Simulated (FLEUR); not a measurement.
# E(M) of AlNi3

Aim: the energy of AlNi3 as a function of its total spin moment.

Program: FLEUR MaX-R8.1. Level of theory: PBE; all-electron FLAPW, Dirac cores, scalar-relativistic bands. Results are calculated unless marked as measured.

**1. Set-up**

Symmetry: Pm-3m, No. 221, cubic system. The conventional cell has a = 3.523 Å, b = 3.523 Å, c = 3.523 Å, α = 90.00°, β = 90.00°, γ = 90.00°. Al has 12 Ni at 2.49 Å nearest. Nearest to Ni lie 4 Al at 2.49 Å and 8 Ni at 2.49 Å. Farther neighbours are not listed.

The cell comes from a database of computed structures and need not be the stable phase.

**2. Unconstrained state**

The free run tells which range of moments is worth scanning.

inpgen writes inp.xml from crystal.txt; cutoffs, mixing, functional, smearing and local orbitals are then set in the file. The k list default-1 (kpts.xml, not shown) is a Γ-centred 10×10×10 mesh; where the ranks do not divide the number of points, some are split in two of half the weight.

Contents of inp.xml:

```
<?xml version="1.0" encoding="UTF-8" standalone="no"?>
<fleurInput fleurInputVersion="0.39">
   <comment>
      AlNi3
   </comment>
   <calculationSetup>
      <cutoffs Kmax="4.14" Gmax="12.4" GmaxXC="12.4" numbands="0"/>
      <scfLoop itmax="120" minDistance="0.00002" maxIterBroyd="15" imix="Anderson" alpha="0.05" precondParam="0.0" spinf="2.0" sdNocoIR="T"/>
      <coreElectrons ctail="T" frcor="F" kcrel="0" coretail_lmax="0"/>
      <xcFunctional name="pbe" relativisticCorrections="F"/>
      <magnetism jspins="2"/>
      <soc l_soc="F" theta="0.0" phi="0.0" spav="F"/>
      <expertModes spex="0" secvar="F"/>
      <geometryOptimization l_f="F" forcealpha="1.0" forcemix="BFGS" epsdisp="0.00001" epsforce="0.00001"/>
      <ldaU l_linMix="F" mixParam="0.05" spinf="1.0"/>
   </calculationSetup>
   <cell>
      <bzIntegration valenceElectrons="57.0" mode="hist" fermiSmearingEnergy="0.00183747">
         <kPointListSelection listName="default-1"/>
         <xi:include xmlns:xi="http://www.w3.org/2001/XInclude" href="kpts.xml"> </xi:include>
      </bzIntegration>
      <xi:include xmlns:xi="http://www.w3.org/2001/XInclude" href="sym.xml"> </xi:include>
      <bulkLattice scale="1.0">
         <bravaisMatrix>
            <row-1>    6.6576085554405022     0.0000000000000000     0.0000000000000000</row-1>
            <row-2>    0.0000000000000000     6.6576085554405022     0.0000000000000000</row-2>
            <row-3>    0.0000000000000000     0.0000000000000000     6.6576085554405022</row-3>
         </bravaisMatrix>
      </bulkLattice>
   </cell>
   <atomSpecies>
      <species name="Aluminum (Al)" element="Al" atomicNumber="13">
         <mtSphere radius="1.81" gridPoints="599" logIncrement="0.019"/>
         <atomicCutoffs lmax="8" lnonsphr="6"/>
         <electronConfig flipSpins="F">
            <coreConfig>(1s1/2) (2s1/2) (2p1/2) (2p3/2)</coreConfig>
            <valenceConfig>(3s1/2) (3p1/2) (3p3/2)</valenceConfig>
            <stateOccupation state="(3p1/2)" spinUp="0.166667" spinDown="0.166667"/>
            <stateOccupation state="(3p3/2)" spinUp="0.333333" spinDown="0.333333"/>
         </electronConfig>
         <energyParameters s="3" p="3" d="3" f="4"/>
      </species>
      <species name="Nickel (Ni1.001" element="Ni" atomicNumber="28">
         <mtSphere radius="2.29" gridPoints="757" logIncrement="0.016"/>
         <atomicCutoffs lmax="8" lnonsphr="6"/>
         <electronConfig flipSpins="F">
            <coreConfig>(1s1/2) (2s1/2) (2p1/2) (2p3/2)</coreConfig>
            <valenceConfig>(3s1/2) (3p1/2) (3p3/2) (4s1/2) (3d3/2) (3d5/2)</valenceConfig>
            <stateOccupation state="(3d3/2)" spinUp="1.6" spinDown="1.6"/>
            <stateOccupation state="(3d5/2)" spinUp="2.9005" spinDown="1.8995"/>
         </electronConfig>
         <energyParameters s="4" p="4" d="3" f="4"/>
         <lo type="SCLO" l="0" n="3" eDeriv="0"/>
         <lo type="SCLO" l="1" n="3" eDeriv="0"/>
      </species>
   </atomSpecies>
   <atomGroups>
      <atomGroup species="Aluminum (Al)">
         <relPos label="                   1">.0000000000 .0000000000 .0000000000</relPos>
         <force calculate="T" relaxXYZ="TTT"/>
      </atomGroup>
      <atomGroup species="Nickel (Ni1.001">
         <relPos label="                   2">.0000000000 1.000/2.000 1.000/2.000</relPos>
         <relPos label="                   3">1.000/2.000 .0000000000 1.000/2.000</relPos>
         <relPos label="                   4">1.000/2.000 1.000/2.000 .0000000000</relPos>
         <force calculate="T" relaxXYZ="TTT"/>
      </atomGroup>
   </atomGroups>
   <output dos="F" band="F" slice="F">
      <bandDOS minEnergy="-.5*Htr" maxEnergy="0.5*Htr" sigma="0.015" storeEVData="T"/>
      <plotting iplot="0" polar="F">
         <plot TwoD="T" vec1="  1.0  0.0  0.0" vec2="  0.0  1.0  0.0" vec3="  0.0  0.0  1.0" zero="  0.0  0.0  0.0" file="plot"/>
      </plotting>
      <moessbauerParams electricFieldGradient="F" isomerShift="F" coreHyperfine="F" valenceHyperfine="F"/>
   </output>
</fleurInput>
```

Contents of crystal.txt:

```
AlNi3
&input film=F cartesian=F /
3.52305472670  0.00000000000  0.00000000000
0.00000000000  3.52305472670  0.00000000000
0.00000000000  0.00000000000  3.52305472670
1.8897261246
1.0 1.0 1.0

4
13 0.00000000000  0.00000000000  0.00000000000
28 0.00000000000  0.50000000000  0.50000000000 : 1.001
28 0.50000000000  0.00000000000  0.50000000000 : 1.001
28 0.50000000000  0.50000000000  0.00000000000 : 1.001

&kpt div1=10 div2=10 div3=10 gamma=T /
```

The run is started by

```bash
OMP_NUM_THREADS=1 inpgen -f crystal.txt > inpgen.log  # inp.xml is then edited as shown
OMP_NUM_THREADS=1 mpirun -n 4 fleur_MPI > fleur.log
```

Output:

```text
Welcome to FLEUR        (www.flapw.de)
      MaX-Release 8.1          (www.max-centre.eu)

 ========== k-point set info ==========
 Selected k-point list: default-1
 k-point list type: mesh
 10 x 10 x 10
 Number of k points: 56

 ------------Calculation Setup---------------------------
 Number of MPI-tasks      :            4
 Number of PE/node        :            4
 Number of OMP-threads    :            1
 k-points in parallel     :            4
 pe's per k-point         :            1
 No of k-point loops      :           14
 Eigenvalue solver        :       lapack
 Number of basis functions:          389
 Approximate size of matrices (H+S) per k-point:         0.002 GB
 --------------------------------------------------------
 Iteration:     1   Distance:      21.76970046 me/bohr^3
 Iteration:     2   Distance:      20.39831122 me/bohr^3
 Iteration:     3   Distance:      15.51207532 me/bohr^3
 Iteration:     4   Distance:       4.12379994 me/bohr^3
 Iteration:     5   Distance:       3.12814425 me/bohr^3
 Iteration:     6   Distance:       1.86641809 me/bohr^3
 Iteration:     7   Distance:       1.61379300 me/bohr^3
 Iteration:     8   Distance:       1.07319250 me/bohr^3
 Iteration:     9   Distance:       0.75553225 me/bohr^3
 Iteration:    10   Distance:       0.26150926 me/bohr^3
 Iteration:    11   Distance:       0.19892464 me/bohr^3
 Iteration:    12   Distance:       0.09856968 me/bohr^3
 Iteration:    13   Distance:       0.05297050 me/bohr^3
 Iteration:    14   Distance:       0.01658161 me/bohr^3
 Iteration:    15   Distance:       0.01569342 me/bohr^3
 Iteration:    16   Distance:       0.01538329 me/bohr^3
 Iteration:    17   Distance:       0.00625879 me/bohr^3
 Iteration:    18   Distance:       0.00319854 me/bohr^3
 Iteration:    19   Distance:       0.00137736 me/bohr^3
 Iteration:    20   Distance:       0.00340855 me/bohr^3
 Iteration:    21   Distance:       0.00089030 me/bohr^3
 Iteration:    22   Distance:       0.00024881 me/bohr^3
 Iteration:    23   Distance:       0.00013403 me/bohr^3
 Iteration:    24   Distance:       0.00003984 me/bohr^3
 Iteration:    25   Distance:       0.00000687 me/bohr^3

 ********************************************************************
 Run finished successfully
 Stop message:
   all done
 ********************************************************************

--- out.xml (last complete iteration) ---
<iteration numberForCurrentRun="   25" overallNumber="   25">
         <energyParameters units="Htr">
            <atomicEP atomType="1" spin="1" branch="3s" branchLowest="-3.37" branchHighest="2.83" value="-0.0039158502"/>
            <atomicEP atomType="1" spin="1" branch="3p" branchLowest="-1.94" branchHighest="3.22" value="0.1290816556"/>
            <atomicEP atomType="1" spin="1" branch="3d" branchLowest="-9.99" branchHighest="3.10" value="0.2926243358"/>
            <atomicEP atomType="1" spin="1" branch="4f" branchLowest="-9.99" branchHighest="6.04" value="0.4551215294"/>
            <atomicEP atomType="2" spin="1" branch="4s" branchLowest="-3.43" branchHighest="1.71" value="0.2067850337"/>
            <atomicEP atomType="2" spin="1" branch="4p" branchLowest="-1.96" branchHighest="2.31" value="0.3471892971"/>
            <atomicEP atomType="2" spin="1" branch="3d" branchLowest="-9.99" branchHighest="0.40" value="0.2933453369"/>
            <atomicEP atomType="2" spin="1" branch="4f" branchLowest="-9.99" branchHighest="3.67" value="0.6672773082"/>
            <loAtomicEP atomType="2" spin="1" branch="3s" branchLowest="-35.42" branchHighest="-3.43" value="-3.4291121782"/>
            <loAtomicEP atomType="2" spin="1" branch="3p" branchLowest="-30.37" branchHighest="-1.96" value="-1.9743981200"/>
            <atomicEP atomType="1" spin="2" branch="3s" branchLowest="-3.37" branchHighest="2.83" value="-0.0067073474"/>
            <atomicEP atomType="1" spin="2" branch="3p" branchLowest="-1.94" branchHighest="3.22" value="0.1261296133"/>
            <atomicEP atomType="1" spin="2" branch="3d" branchLowest="-9.99" branchHighest="3.10" value="0.2895920644"/>
            <atomicEP atomType="1" spin="2" branch="4f" branchLowest="-9.99" branchHighest="6.04" value="0.4520633436"/>
            <atomicEP atomType="2" spin="2" branch="4s" branchLowest="-3.41" branchHighest="1.71" value="0.2040661262"/>
            <atomicEP atomType="2" spin="2" branch="4p" branchLowest="-1.95" branchHighest="2.31" value="0.3435405016"/>
            <atomicEP atomType="2" spin="2" branch="3d" branchLowest="-9.99" branchHighest="0.41" value="0.3015204378"/>
            <atomicEP atomType="2" spin="2" branch="4f" branchLowest="-9.99" branchHighest="3.68" value="0.6630066685"/>
            <loAtomicEP atomType="2" spin="2" branch="3s" branchLowest="-35.41" branchHighest="-3.41" value="-3.4172025984"/>
            <loAtomicEP atomType="2" spin="2" branch="3p" branchLowest="-30.37" branchHighest="-1.95" value="-1.9628158539"/>
         </energyParameters>
         <bandgap value="0.0038780450" units="eV"/>
         <sumValenceSingleParticleEnergies value="-46.9603240532" units="Htr"/>
         <FermiEnergy value="0.3625660846" units="Htr"/>
         <valenceDensity>
            <mtCharges spin="1">
               <mtCharge atomType="1" total="0.3378633" s="0.1558704" p="0.1477051" d="0.0312271" f="0.0026313"/>
               <mtCharge atomType="2" total="8.7458059" s="1.2251335" p="3.2234424" d="4.2819750" f="0.0118324"/>
            </mtCharges>
            <mtCharges spin="2">
               <mtCharge atomType="1" total="0.3458614" s="0.1562259" p="0.1533736" d="0.0330716" f="0.0027529"/>
               <mtCharge atomType="2" total="8.4930080" s="1.2273509" p="3.2314192" d="4.0187876" f="0.0120800"/>
            </mtCharges>
            <spinDependentCharge spin="1" total="28.8454343" interstitial="2.2701534" mtSpheres="26.5752809"/>
            <spinDependentCharge spin="2" total="28.1545657" interstitial="2.3296803" mtSpheres="25.8248854"/>
            <totalCharge value="57.0000000000"/>
         </valenceDensity>
         <coreStates atomType="     1" atomicNumber=" 13" spin="1" kinEnergy="    120.1281035210" eigValSum="    -64.2883862784" lostElectrons=" 0.014553">
            <state n="1" l="0" j="0.5" energy="-54.9450118248" weight="1.0000000000"/>
            <state n="2" l="0" j="0.5" energy="-3.3981636799" weight="1.0000000000"/>
            <state n="2" l="1" j="0.5" energy="-1.9925238459" weight="1.0000000000"/>
            <state n="2" l="1" j="1.5" energy="-1.9763434639" weight="2.0000000000"/>
         </coreStates>
         <coreStates atomType="     1" atomicNumber=" 13" spin="2" kinEnergy="    120.1283868136" eigValSum="    -64.2890924928" lostElectrons=" 0.014570">
            <state n="1" l="0" j="0.5" energy="-54.9451095673" weight="1.0000000000"/>
            <state n="2" l="0" j="0.5" energy="-3.3982942683" weight="1.0000000000"/>
            <state n="2" l="1" j="0.5" energy="-1.9926833134" weight="1.0000000000"/>
            <state n="2" l="1" j="1.5" energy="-1.9765026719" weight="2.0000000000"/>
         </coreStates>
         <coreStates atomType="     2" atomicNumber=" 28" spin="1" kinEnergy="    677.2221183114" eigValSum="   -427.6263261337" lostElectrons=" 0.000000">
            <state n="1" l="0" j="0.5" energy="-301.0708631817" weight="1.0000000000"/>
            <state n="2" l="0" j="0.5" energy="-35.4165762425" weight="1.0000000000"/>
            <state n="2" l="1" j="0.5" energy="-30.8079673439" weight="1.0000000000"/>
            <state n="2" l="1" j="1.5" energy="-30.1654596828" weight="2.0000000000"/>
         </coreStates>
         <coreStates atomType="     2" atomicNumber=" 28" spin="2" kinEnergy="    677.2807567046" eigValSum="   -427.6069740015" lostElectrons=" 0.000000">
            <state n="1" l="0" j="0.5" energy="-301.0709083205" weight="1.0000000000"/>
            <state n="2" l="0" j="0.5" energy="-35.4106066200" weight="1.0000000000"/>
            <state n="2" l="1" j="0.5" energy="-30.8035902723" weight="1.0000000000"/>
            <state n="2" l="1" j="1.5" energy="-30.1609343944" weight="2.0000000000"/>
         </coreStates>
         <allElectronCharges>
            <spinDependentCharge spin="1" total="48.8454343" interstitial="2.2845131" mtSpheres="46.5609212"/>
            <spinDependentCharge spin="2" total="48.1545657" interstitial="2.3440565" mtSpheres="45.8105092"/>
            <totalCharge value="96.9999999772"/>
         </allElectronCharges>
         <magneticMomentsInMTSpheres units="muBohr">
            <globalMagMoment atomType="1" vec="0.00000   0.00000  -0.00798"/>
            <localMagMoment atomType="1" vec="0.00000   0.00000  -0.00798"/>
            <globalMagMoment atomType="2" vec="0.00000   0.00000   0.25280"/>
            <localMagMoment atomType="2" vec="0.00000   0.00000   0.25280"/>
         </magneticMomentsInMTSpheres>
         <moessbauerParams unitsHFF="kG" unitsIS="e/bohr^3" unitsEFG="Htr/bohr^2">
         </moessbauerParams>
         <totalEnergy value="    -4805.3839323605" units="Htr">
            <sumOfEigenvalues value="    -2741.2377032299">
               <coreElectrons value="-2694.2773791767"/>
               <valenceElectrons value="-46.9603240532"/>
            </sumOfEigenvalues>
            <densityCoulombPotentialIntegral value="-7348.0078627357"/>
            <densityEffectivePotentialIntegral value="-7620.1217355551"/>
            <chargeDenXCDenIntegral value="-209.5800656933"/>
            <FockExchangeEnergyValence value="0.0000000000"/>
            <FockExchangeEnergyCore value="0.0000000000"/>
            <atomTypeDependentContributions atomType="1">
               <electronNucleiInteractionDifferentMTs value="285.1151854925"/>
               <MadelungTerm value="-8.8404792157"/>
            </atomTypeDependentContributions>
            <atomTypeDependentContributions atomType="2">
               <electronNucleiInteractionDifferentMTs value="5478.1816125175"/>
               <MadelungTerm value="-28.5466903987"/>
            </atomTypeDependentContributions>
            <tkbTimesEntropy value="0.0010205829"/>
            <freeEnergy value="-4805.3849529433"/>
            <extrapolationTo0K value="-4805.3844426519"/>
         </totalEnergy>
         <densityConvergence units="me/bohr^3">
            <chargeDensity spin="1" distance="0.0000041094"/>
            <chargeDensity spin="2" distance="0.0000030623"/>
            <overallChargeDensity distance="0.0000023034"/>
            <spinDensity distance="0.0000068720"/>
         </densityConvergence>
      </iteration>
```

The job ended after 23 s (4 MPI ranks of AMD EPYC 9R45, shared host; peak memory 0.25 GiB).

Spin moment in the muffin-tin sphere by atom:

```csv
atom,spin moment in the muffin-tin sphere (μB)
Al1,-0.008
Ni2,0.253
Ni3,0.253
Ni4,0.253
```

Numbers from this step:

| Quantity | Value |
| --- | --- |
| free energy | -130761.1860 eV |
| program's band gap on this mesh (in a metal only a level spacing) | 0.003878 eV |
| magnetization | 0.6909 μB |
| final state | ferromagnetic |

After 25 cycles the largest moment stands at 0.253 μB.

**3. No spin polarisation**

inp.xml, as its differences from that of step 2:

```diff
@@ -10,3 +10,3 @@
       <xcFunctional name="pbe" relativisticCorrections="F"/>
-      <magnetism jspins="2"/>
+      <magnetism jspins="1"/>
       <soc l_soc="F" theta="0.0" phi="0.0" spav="F"/>
@@ -42,3 +42,3 @@
       </species>
-      <species name="Nickel (Ni1.001" element="Ni" atomicNumber="28">
+      <species name="Nickel (Ni)" element="Ni" atomicNumber="28">
          <mtSphere radius="2.29" gridPoints="757" logIncrement="0.016"/>
@@ -48,4 +48,4 @@
             <valenceConfig>(3s1/2) (3p1/2) (3p3/2) (4s1/2) (3d3/2) (3d5/2)</valenceConfig>
-            <stateOccupation state="(3d3/2)" spinUp="1.6" spinDown="1.6"/>
-            <stateOccupation state="(3d5/2)" spinUp="2.9005" spinDown="1.8995"/>
+            <stateOccupation state="(3d3/2)" spinUp="1.600000" spinDown="1.600000"/>
+            <stateOccupation state="(3d5/2)" spinUp="2.400000" spinDown="2.400000"/>
          </electronConfig>
@@ -61,3 +61,3 @@
       </atomGroup>
-      <atomGroup species="Nickel (Ni1.001">
+      <atomGroup species="Nickel (Ni)">
          <relPos label="                   2">.0000000000 1.000/2.000 1.000/2.000</relPos>
```

Contents of crystal.txt:

```
AlNi3
&input film=F cartesian=F /
3.52305472670  0.00000000000  0.00000000000
0.00000000000  3.52305472670  0.00000000000
0.00000000000  0.00000000000  3.52305472670
1.8897261246
1.0 1.0 1.0

4
13 0.00000000000  0.00000000000  0.00000000000
28 0.00000000000  0.50000000000  0.50000000000
28 0.50000000000  0.00000000000  0.50000000000
28 0.50000000000  0.50000000000  0.00000000000

&kpt div1=10 div2=10 div3=10 gamma=T /
```

Output:

```text
[banner, memory and clock lines left out]
Welcome to FLEUR        (www.flapw.de)
      MaX-Release 8.1          (www.max-centre.eu)

 ========== k-point set info ==========
 Selected k-point list: default-1
 k-point list type: mesh
 10 x 10 x 10
 Number of k points: 56

 [... set-up left out ...]
 Iteration:     1   Distance:      13.36757326 me/bohr^3
 Iteration:     2   Distance:      10.98768083 me/bohr^3
 Iteration:     3   Distance:       9.46170359 me/bohr^3
 Iteration:     4   Distance:       2.56474984 me/bohr^3
 Iteration:     5   Distance:       2.24396289 me/bohr^3
 Iteration:     6   Distance:       0.36970628 me/bohr^3
 Iteration:     7   Distance:       0.25129535 me/bohr^3
 Iteration:     8   Distance:       0.04604286 me/bohr^3
 Iteration:     9   Distance:       0.03213932 me/bohr^3
 Iteration:    10   Distance:       0.00535791 me/bohr^3
 Iteration:    11   Distance:       0.00400849 me/bohr^3
 Iteration:    12   Distance:       0.00100406 me/bohr^3
 Iteration:    13   Distance:       0.00008302 me/bohr^3
 Iteration:    14   Distance:       0.00008127 me/bohr^3
 Iteration:    15   Distance:       0.00001029 me/bohr^3

 ********************************************************************
 Run finished successfully
 Stop message:
   all done
 ********************************************************************

--- out.xml (last complete iteration) ---
<iteration numberForCurrentRun="   15" overallNumber="   15">
         [... left out ...]
         <bandgap value="0.0072053864" units="eV"/>
         <sumValenceSingleParticleEnergies value="-46.9453123421" units="Htr"/>
         <FermiEnergy value="0.3611267419" units="Htr"/>
         [... left out ...]
         <totalEnergy value="    -4805.3830495866" units="Htr">
            <sumOfEigenvalues value="    -2741.2192492357">
               <coreElectrons value="-2694.2739368936"/>
               <valenceElectrons value="-46.9453123421"/>
            </sumOfEigenvalues>
         [... left out ...]
            <freeEnergy value="-4805.3846001046"/>
            <extrapolationTo0K value="-4805.3838248456"/>
         </totalEnergy>
         <densityConvergence units="me/bohr^3">
            <chargeDensity spin="1" distance="0.0000102874"/>
         </densityConvergence>
      </iteration>
```

Elapsed: 8.4 s, on 4 MPI ranks; peak memory 0.21 GiB; 33 s of CPU time.

Numbers from this step:

| Property | Result |
| --- | --- |
| free energy | -130761.1764 eV |
| program's band gap on this mesh (in a metal only a level spacing) | 0.007205 eV |
| final state | non-magnetic (no spin polarisation) |

Its energy lies +9.6 meV a cell from the free run's.

(Part 1 of 2 ends here.)

[Logs and program files are shortened in this print: banners, set-up blocks, solver, clock and traceback lines can be left out without a mark of their own.]

[Logs are printed without paths, hosts, clocks, repeated set-up lines and the standing remarks that a program may print on its own settings, such as how far it seeks lower states.]

[Hosts, paths, dates, database ids (printed as entryN), source tags and the programs' standing remarks are cut or masked in the printed files.]

[Where a cell is said to come from a database of computed structures, the database is the Materials Project.]
